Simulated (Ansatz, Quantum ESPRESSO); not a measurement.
# SrCl2 (Fm-3m): modes at Γ and the response to a field, part 2 of 3

Aim: the zone-centre modes of SrCl2 (Fm-3m).

Quantum ESPRESSO 7.5; DFT PBE, scalar-relativistic, plane waves, GBRV ultrasoft pseudopotentials.

So far. Step 2 (A first look): A gap of 5.3 eV opens on this mesh, so the crystal is taken as an insulator; the start stands at 0.96 GPa. Step 4 (Ground state): The cell stands at 0.004 GPa, close enough for phonons. The relaxed cell has a = 7.039 Å (conventional setting).

### Step 5. Linear response at Γ

At q = 0 one unit cell holds all displacements; symmetry groups them into irreducible representations that are solved one by one. The response to a field gives ε∞ and the Born charges, which polar modes need.

ph.in

```
phonons
 &inputph
    prefix='x',
    outdir='./tmp',
    fildyn='g.dyn',
    tr2_ph=1.0d-18,
    epsil=.true.,
 /
0.000000000 0.000000000 0.000000000
```

The run is started by

```console
$ OMP_NUM_THREADS=1 mpirun -n 4 ph.x -nk 4 -in ph.in > ph.out
```

Output:

```text
[banners, grids, parts of the stress and lines that vanish by symmetry left out]
[banner, memory and clock lines left out]
Program PHONON v.7.5

     ./tmp/x.save/

     IMPORTANT: XC functional enforced from input :
     Exchange-correlation= PBE
                           (   1   4   3   4   0   0   0)
     Any further DFT definition will be discarded
     Please, verify this is what you really want

     G-vector sticks info

     Check: negative core charge=   -0.000003

     negative rho (up, down):  9.641E-02 0.000E+00
     Reading collected, re-writing distributed wavefunctions in ./tmp/

     Number and degeneracy of irreps per q-point
       N         xq(1)         xq(2)         xq(3)   N irreps
       1   0.000000000   0.000000000   0.000000000       3
        3   3   3

     Calculation of q =    0.0000000   0.0000000   0.0000000

     phonons

     bravais-lattice index     =            2
     lattice parameter (alat)  =      13.3022  a.u.
     unit-cell volume          =     588.4573 (a.u.)^3
     number of atoms/cell      =            3
     number of atomic types    =            2
     kinetic-energy cut-off    =      40.0000  Ry
     charge density cut-off    =     240.0000  Ry
     convergence threshold     =      1.0E-18
     beta                      =       0.7000
     number of iterations used =            4
     Exchange-correlation= PBE
                           (   1   4   3   4   0   0   0)

     celldm(1)=   13.30225  celldm(2)=    0.00000  celldm(3)=    0.00000
     celldm(4)=    0.00000  celldm(5)=    0.00000  celldm(6)=    0.00000

     crystal axes: (cart. coord. in units of alat)
               a(1) = ( -0.5000  0.0000  0.5000 )
               a(2) = (  0.0000  0.5000  0.5000 )
               a(3) = ( -0.5000  0.5000  0.0000 )

     reciprocal axes: (cart. coord. in units 2 pi/alat)
               b(1) = ( -1.0000 -1.0000  1.0000 )
               b(2) = (  1.0000  1.0000  1.0000 )
               b(3) = ( -1.0000  1.0000 -1.0000 )

     Atoms inside the unit cell:

     Cartesian axes

     site n.  atom      mass           positions (alat units)
        1  Sr     87.6200   tau(    1) = (    0.00000    0.00000    0.00000  )
        2  Cl     35.4500   tau(    2) = (   -0.75000    0.75000    0.75000  )
        3  Cl     35.4500   tau(    3) = (   -0.25000    0.25000    0.25000  )

     Computing dynamical matrix for
                    q = (   0.0000000   0.0000000   0.0000000 )

     49 Sym.Ops. (with q -> -q+G )

     G cutoff = 1075.7255  (  36853 G-vectors)     FFT grid: ( 48, 48, 48)
     G cutoff =  717.1504  (  20107 G-vectors)  smooth grid: ( 40, 40, 40)
     number of k points=    16
                       cart. coord. in units 2pi/alat
        k(    1) = (   0.0000000   0.0000000   0.0000000), wk =   0.0092593
        k(    2) = (  -0.1666667   0.1666667  -0.1666667), wk =   0.0740741
        k(    3) = (  -0.3333333   0.3333333  -0.3333333), wk =   0.0740741
        [... further k-points left out ...]

     PseudoPot. # 1 for Sr read from file:
     ./pseudo/Sr.upf
     Pseudo is Ultrasoft + core correction, Zval = 10.0
     Using radial grid of  883 points,  6 beta functions with:
                l(1) =   0
                l(2) =   0
                l(3) =   1
                l(4) =   1
                l(5) =   2
                l(6) =   2
     Q(r) pseudized with  6 coefficients,  rinner =    1.400   1.400   1.400
                                                       1.400   1.400

     PseudoPot. # 2 for Cl read from file:
     ./pseudo/Cl.upf
     Pseudo is Ultrasoft + core correction, Zval =  7.0
     Using radial grid of  909 points,  6 beta functions with:
                l(1) =   0
                l(2) =   0
                l(3) =   1
                l(4) =   1
                l(5) =   2
                l(6) =   2
     Q(r) pseudized with  8 coefficients,  rinner =    1.300   1.300   1.300
                                                       1.300   1.300

     Mode symmetry, O_h (m-3m)  point group:

     Electric field:
     Dielectric constant
     Born effective charges as d Force / d E

     Atomic displacements:
     There are    3 irreducible representations

     Representation     1      3 modes -  To be done

     Representation     2      3 modes -  To be done

     Representation     3      3 modes -  To be done

     Alpha used in Ewald sum =   2.3000

     negative rho (up, down):  9.641E-02 0.000E+00

     Electric Fields Calculation

      thresh= 1.000E-02 alpha_mix =  0.700 |ddv_scf|^2 =  4.363E-08

      thresh= 2.089E-05 alpha_mix =  0.700 |ddv_scf|^2 =  5.350E-09

      thresh= 7.315E-06 alpha_mix =  0.700 |ddv_scf|^2 =  2.406E-10

      thresh= 1.551E-06 alpha_mix =  0.700 |ddv_scf|^2 =  1.698E-11

      thresh= 4.121E-07 alpha_mix =  0.700 |ddv_scf|^2 =  1.277E-13

      thresh= 3.573E-08 alpha_mix =  0.700 |ddv_scf|^2 =  6.025E-16

      thresh= 2.455E-09 alpha_mix =  0.700 |ddv_scf|^2 =  5.092E-17

      thresh= 7.136E-10 alpha_mix =  0.700 |ddv_scf|^2 =  3.630E-19

     End of electric fields calculation

          Dielectric constant in cartesian axis

          (       2.880697984      -0.000000000       0.000000000 )
          (      -0.000000000       2.880697984       0.000000000 )
          (       0.000000000       0.000000000       2.880697984 )

          Effective charges (d Force / dE) in cartesian axis without acoustic sum rule applied (asr)

           atom    1  Sr    Mean Z*:        2.49648
      Ex  (        2.49648        0.00000        0.00000 )
      Ey  (        0.00000        2.49648       -0.00000 )
      Ez  (       -0.00000       -0.00000        2.49648 )
           atom    2  Cl    Mean Z*:       -1.24944
      Ex  (       -1.24944        0.00000        0.00000 )
      Ey  (        0.00000       -1.24944       -0.00000 )
      Ez  (        0.00000       -0.00000       -1.24944 )
           atom    3  Cl    Mean Z*:       -1.24944
      Ex  (       -1.24944        0.00000        0.00000 )
      Ey  (        0.00000       -1.24944       -0.00000 )
      Ez  (        0.00000        0.00000       -1.24944 )

          Effective charges Sum: Mean:       -0.00239
             -0.00239        0.00000        0.00000
              0.00000       -0.00239       -0.00000
              0.00000       -0.00000       -0.00239

          Effective charges (d Force / dE) in cartesian axis with asr applied:
           atom    1  Sr    Mean Z*:        2.49728
      E*x (        2.49728       -0.00000       -0.00000 )
      E*y (       -0.00000        2.49728       -0.00000 )
      E*z (       -0.00000       -0.00000        2.49728 )
           atom    2  Cl    Mean Z*:       -1.24864
      E*x (       -1.24864        0.00000        0.00000 )
      E*y (        0.00000       -1.24864       -0.00000 )
      E*z (       -0.00000       -0.00000       -1.24864 )
           atom    3  Cl    Mean Z*:       -1.24864
      E*x (       -1.24864        0.00000        0.00000 )
      E*y (        0.00000       -1.24864        0.00000 )
      E*z (        0.00000        0.00000       -1.24864 )

     Representation #   1 modes #   1   2   3

     Self-consistent Calculation

      thresh= 1.000E-02 alpha_mix =  0.700 |ddv_scf|^2 =  2.642E-07

      thresh= 5.140E-05 alpha_mix =  0.700 |ddv_scf|^2 =  6.182E-08

      thresh= 2.486E-05 alpha_mix =  0.700 |ddv_scf|^2 =  1.754E-10

      thresh= 1.324E-06 alpha_mix =  0.700 |ddv_scf|^2 =  1.916E-12

      thresh= 1.384E-07 alpha_mix =  0.700 |ddv_scf|^2 =  1.022E-14

      thresh= 1.011E-08 alpha_mix =  0.700 |ddv_scf|^2 =  2.420E-16

[...]
End of self-consistent calculation

     Convergence has been achieved

     Representation #   2 modes #   4   5   6

     Self-consistent Calculation

[...]
End of self-consistent calculation

     Convergence has been achieved

     Representation #   3 modes #   7   8   9

     Self-consistent Calculation

[...]
thresh= 1.568E-05 alpha_mix =  0.700 |ddv_scf|^2 =  3.808E-10

      thresh= 1.951E-06 alpha_mix =  0.700 |ddv_scf|^2 =  1.700E-11

      thresh= 4.123E-07 alpha_mix =  0.700 |ddv_scf|^2 =  3.610E-13

      thresh= 6.008E-08 alpha_mix =  0.700 |ddv_scf|^2 =  1.066E-15

      thresh= 3.265E-09 alpha_mix =  0.700 |ddv_scf|^2 =  6.146E-17

      thresh= 7.840E-10 alpha_mix =  0.700 |ddv_scf|^2 =  1.002E-18

      thresh= 1.001E-10 alpha_mix =  0.700 |ddv_scf|^2 =  1.877E-20

     End of self-consistent calculation

     Convergence has been achieved

     Number of q in the star =    1
     List of q in the star:
          1   0.000000000   0.000000000   0.000000000

          Dielectric constant in cartesian axis

          (       2.880697984      -0.000000000       0.000000000 )
          (      -0.000000000       2.880697984       0.000000000 )
          (       0.000000000       0.000000000       2.880697984 )

          Effective charges (d Force / dE) in cartesian axis without acoustic sum rule applied (asr)

           atom    1  Sr    Mean Z*:        2.49648
      Ex  (        2.49648        0.00000        0.00000 )
      Ey  (        0.00000        2.49648       -0.00000 )
      Ez  (       -0.00000       -0.00000        2.49648 )
           atom    2  Cl    Mean Z*:       -1.24944
      Ex  (       -1.24944        0.00000        0.00000 )
      Ey  (        0.00000       -1.24944       -0.00000 )
      Ez  (        0.00000       -0.00000       -1.24944 )
           atom    3  Cl    Mean Z*:       -1.24944
      Ex  (       -1.24944        0.00000        0.00000 )
      Ey  (        0.00000       -1.24944       -0.00000 )
      Ez  (        0.00000        0.00000       -1.24944 )

          Effective charges Sum: Mean:       -0.00239
             -0.00239        0.00000        0.00000
              0.00000       -0.00239       -0.00000
              0.00000       -0.00000       -0.00239

          Effective charges (d Force / dE) in cartesian axis with asr applied:
           atom    1  Sr    Mean Z*:        2.49728
      E*x (        2.49728       -0.00000       -0.00000 )
      E*y (       -0.00000        2.49728       -0.00000 )
      E*z (       -0.00000       -0.00000        2.49728 )
           atom    2  Cl    Mean Z*:       -1.24864
      E*x (       -1.24864        0.00000        0.00000 )
      E*y (        0.00000       -1.24864       -0.00000 )
      E*z (       -0.00000       -0.00000       -1.24864 )
           atom    3  Cl    Mean Z*:       -1.24864
      E*x (       -1.24864        0.00000        0.00000 )
      E*y (        0.00000       -1.24864        0.00000 )
      E*z (        0.00000        0.00000       -1.24864 )

     Diagonalizing the dynamical matrix

     q = (    0.000000000   0.000000000   0.000000000 )

 **************************************************************************
     freq (    1) =       0.068103 [THz] =       2.271675 [cm-1]
     freq (    2) =       0.068103 [THz] =       2.271675 [cm-1]
     freq (    3) =       0.068103 [THz] =       2.271675 [cm-1]
     freq (    4) =       3.771801 [THz] =     125.813731 [cm-1]
     freq (    5) =       3.771801 [THz] =     125.813731 [cm-1]
     freq (    6) =       3.771801 [THz] =     125.813731 [cm-1]
     freq (    7) =       5.126391 [THz] =     170.997990 [cm-1]
     freq (    8) =       5.126391 [THz] =     170.997990 [cm-1]
     freq (    9) =       5.126391 [THz] =     170.997990 [cm-1]
 **************************************************************************

     Mode symmetry, O_h (m-3m)  point group:

     freq (   1-   3) =          2.3  [cm-1]   --> T_1u G_15  G_4- I
     freq (   4-   6) =        125.8  [cm-1]   --> T_1u G_15  G_4- I
     freq (   7-   9) =        171.0  [cm-1]   --> T_2g G_25' G_5+ R
```

Wall time 2.7 min (4 MPI ranks of Arm Neoverse V1, shared host).

This step gave:

```yaml
miss_of_the_charge_sum_rule: 0.002400 e
largest_acoustic_frequency_at_the_zone_centre_before_the_sum_rule: 2.27 cm⁻¹
highest_optical_zone_centre_mode_no_lo_to_term: 171 cm⁻¹
lowest_optical_zone_centre_mode: 125.8 cm⁻¹
mean_high_frequency_dielectric_constant: 2.881
largest_born_charge_in_size_third_of_the_trace: 2.497 e
```

Optical modes; normalised displacements of the dynamical-matrix file. The modes at Γ (shares of kinetic energy by element, %):

```csv
mode,frequency (cm⁻¹),symmetry,Sr %,Cl %
1,125.8,T1u,45,55
2,125.8,T1u,45,55
3,125.8,T1u,45,55
4,171.0,T2g,0,100
5,171.0,T2g,0,100
6,171.0,T2g,0,100
```

Displacements in mode 3 (125.8 cm⁻¹), the largest set to 1:
```
Sr1  0.15  0.59 -0.81
Cl2 -0.19 -0.73  1.00
Cl3 -0.19 -0.73  1.00
```

Displacements in mode 6 (171.0 cm⁻¹), the largest set to 1:
```
Sr1  0.00  0.00  0.00
Cl2  0.35  1.00 -0.11
Cl3 -0.35 -1.00  0.11
```

Born charge (rows field, columns displacement), before the sum rule (e), principal values of the symmetric part by kind of site:

```
atom  atoms with these values    low  middle   high   mean
 Sr1                        1   2.50    2.50   2.50   2.50
 Cl2                        2  -1.25   -1.25  -1.25  -1.25
```

In full for Cl2:

```
-1.25  0.00  0.00
 0.00 -1.25  0.00
 0.00  0.00 -1.25
```

High-frequency dielectric tensor:

```
2.88 0.00 0.00
0.00 2.88 0.00
0.00 0.00 2.88
```

The acoustic modes at Γ come out as far as 2.3 cm⁻¹ from zero, where they should vanish, a small numerical error; the Born charges miss their sum rule by 0.0024 e, which is good.

### Step 6. Modes with the sum rule

A rigid shift of the crystal must cost nothing, but grids and finite bases break this; the acoustic sum rule is imposed before the matrix is diagonalised again. With Born charges the intensities follow, and the static dielectric tensor.

dynmat.in

```
 &input
    fildyn='g.dyn',
    asr='simple',
    lperm=.true.,
 /
```

The run is started by

```console
$ dynmat.x -in dynmat.in > dynmat.out
```

Output:

```text
[banner, memory and clock lines left out]
Program DYNMAT v.7.5

     Reading Dynamical Matrix from file g.dyn
     ...Force constants read
     ...epsilon and Z* read
     A direction for q was not specified:TO-LO splitting will be absent

     Polarizability (A^3 units)
     multiply by 0.614666 for Clausius-Mossotti correction
        13.050512   -0.000000    0.000000
        -0.000000   13.050512    0.000000
         0.000000    0.000000   13.050512

     IR activities are in (D/A)^2/amu units

# mode   [cm-1]    [THz]      IR
    1     -0.00   -0.0000    0.0000
    2     -0.00   -0.0000    0.0000
    3      0.00    0.0000    0.0000
    4    125.80    3.7715    3.6714
    5    125.80    3.7715    3.6714
    6    125.80    3.7715    3.6714
    7    171.02    5.1272    0.0000
    8    171.02    5.1272    0.0000
    9    171.02    5.1272    0.0000

Electronic dielectric permittivity tensor (relative, adimensional)
         2.880698   -0.000000    0.000000
        -0.000000    2.880698    0.000000
         0.000000    0.000000    2.880698

 ... with zone-center polar mode contributions
         8.554625   -0.000000    0.000000
        -0.000000    8.554625   -0.000000
         0.000000   -0.000000    8.554625

[end of the log left out, with the tail of the file of modes that dynmat.x writes under the same name]
```

Run time: 0.46 s. Hardware: 1 thread.

Read from the output:

```
highest optical zone-centre mode (no LO-TO term) : 171.0 cm⁻¹
mean static dielectric constant                  : 8.555
```

Zone-centre frequencies as printed; negative means imaginary. Modes:

```
mode  frequency (cm⁻¹)
   1                 0
   2                 0
   3                 0
   4             125.8
   5             125.8
   6             125.8
   7               171
   8               171
   9               171
```

Degenerate modes summed, no LO-TO term. Infrared lines, with heights relative to the strongest:

```
position (cm⁻¹)  lines merged  label  IR intensity, relative
            126             3    T1u                     100
            171             3    T2g                     0.0
```

Static dielectric tensor (ions relaxed, fixed cell):

```
8.55 0.00 0.00
0.00 8.55 0.00
0.00 0.00 8.55
```

The rule moves no optical mode by more than 0.1 cm⁻¹.

### Step 7. Sum rules set otherwise: a sum rule for molecules or wires on a crystal

This rule also removes rotations, which suits wires and not a crystal; it is tried to see the harm.

dynmat.in

```
 &input
    fildyn='g.dyn',
    asr='one-dim',
    lperm=.true.,
 /
```

The run is started by

```console
$ dynmat.x -in dynmat.in > dynmat.out
```

Output:

```text
[banner, memory and clock lines left out]
Program DYNMAT v.7.5

     Reading Dynamical Matrix from file g.dyn
     ...Force constants read
     ...epsilon and Z* read
asr rotation axis in 1D system=    3
     Acoustic Sum Rule: || Z*(ASR) - Z*(orig)|| =    2.312032E+00
     Acoustic Sum Rule: ||dyn(ASR) - dyn(orig)||=    7.410887E-02
     A direction for q was not specified:TO-LO splitting will be absent

     Polarizability (A^3 units)
     multiply by 0.614666 for Clausius-Mossotti correction
        13.050512   -0.000000    0.000000
        -0.000000   13.050512    0.000000
         0.000000    0.000000   13.050512

     IR activities are in (D/A)^2/amu units

# mode   [cm-1]    [THz]      IR
    1     -0.00   -0.0000    0.0000
    2      0.00    0.0000    0.0000
    3      0.00    0.0000    0.0000
    4      0.00    0.0000    0.0000
    5    125.86    3.7733    3.6714
    6    125.86    3.7733    3.6714
    7    152.35    4.5672    2.1653
    8    171.00    5.1264    0.0000
    9    171.00    5.1264    0.0000

Electronic dielectric permittivity tensor (relative, adimensional)
         2.880698   -0.000000    0.000000
        -0.000000    2.880698    0.000000
         0.000000    0.000000    2.880698

 ... with zone-center polar mode contributions
         6.855967   -1.693374    0.000000
        -1.693374    6.855967    0.000000
         0.000000    0.000000    8.549340

[end of the log left out, with the tail of the file of modes that dynmat.x writes under the same name]
```

Wall time 0.45 s (1 thread).

The run ended normally, but on settings that are not sound.

The fault: a sum rule for molecules or wires on a crystal; 1 optical mode is projected out to zero frequency, as if it were a rotation, and the static dielectric tensor is spoilt.

For a crystal the rule has to be 'simple' or 'crystal'.

Zone-centre frequencies as printed; negative means imaginary. Modes:

| mode | frequency (cm⁻¹) |
| --- | --- |
| 1 | 0 |
| 2 | 0 |
| 3 | 0 |
| 4 | 0 |
| 5 | 125.9 |
| 6 | 125.9 |
| 7 | 152.3 |
| 8 | 171 |
| 9 | 171 |

### Step 8. The LO-TO splitting (1 0 0)

A longitudinal polar mode sets up a macroscopic field that stiffens it; the term hangs on the direction from which q goes to zero.

dynmat.in

```
 &input
    fildyn='g.dyn',
    asr='simple',
    q(1)=1.0,
    q(2)=0.0,
    q(3)=0.0,
 /
```

The run is started by

```console
$ dynmat.x -in dynmat.in > dynmat.out
```

Output:

```text
[banner, memory and clock lines left out]
Program DYNMAT v.7.5

     Reading Dynamical Matrix from file g.dyn
     ...Force constants read
     ...epsilon and Z* read

     Polarizability (A^3 units)
     multiply by 0.614666 for Clausius-Mossotti correction
        13.050512   -0.000000    0.000000
        -0.000000   13.050512    0.000000
         0.000000    0.000000   13.050512

     IR activities are in (D/A)^2/amu units

# mode   [cm-1]    [THz]      IR
    1     -0.00   -0.0000    0.0000
    2      0.00    0.0000    0.0000
    3      0.00    0.0000    0.0000
    4    125.80    3.7715    3.6714
    5    125.80    3.7715    3.6714
    6    171.02    5.1272    0.0000
    7    171.02    5.1272    0.0000
    8    171.02    5.1272    0.0000
    9    216.79    6.4993    3.6714

[end of the log left out, with the tail of the file of modes that dynmat.x writes under the same name]
```

The job ended after 0.45 s (1 thread).

Numbers from this step:

| Item | Value |
| --- | --- |
| highest mode moved by the LO-TO term | 216.8 cm⁻¹ |

Zone-centre frequencies as printed; negative means imaginary. Modes:

```csv
mode,frequency (cm⁻¹)
1,0
2,0
3,0
4,125.8
5,125.8
6,171
7,171
8,171
9,216.8
```

The field moves one mode, from 126 to 217 cm⁻¹; the others stay.

[end of part 2 of 3]

[Host names and launcher messages were left out of these logs when they were recorded.]

[Logs are printed without paths, hosts, clocks, repeated set-up lines and the standing remarks that a program may print on its own settings, such as how far it seeks lower states.]

[Hosts, paths, dates, database ids (printed as entryN), source tags and the programs' standing remarks are cut or masked in the printed files.]
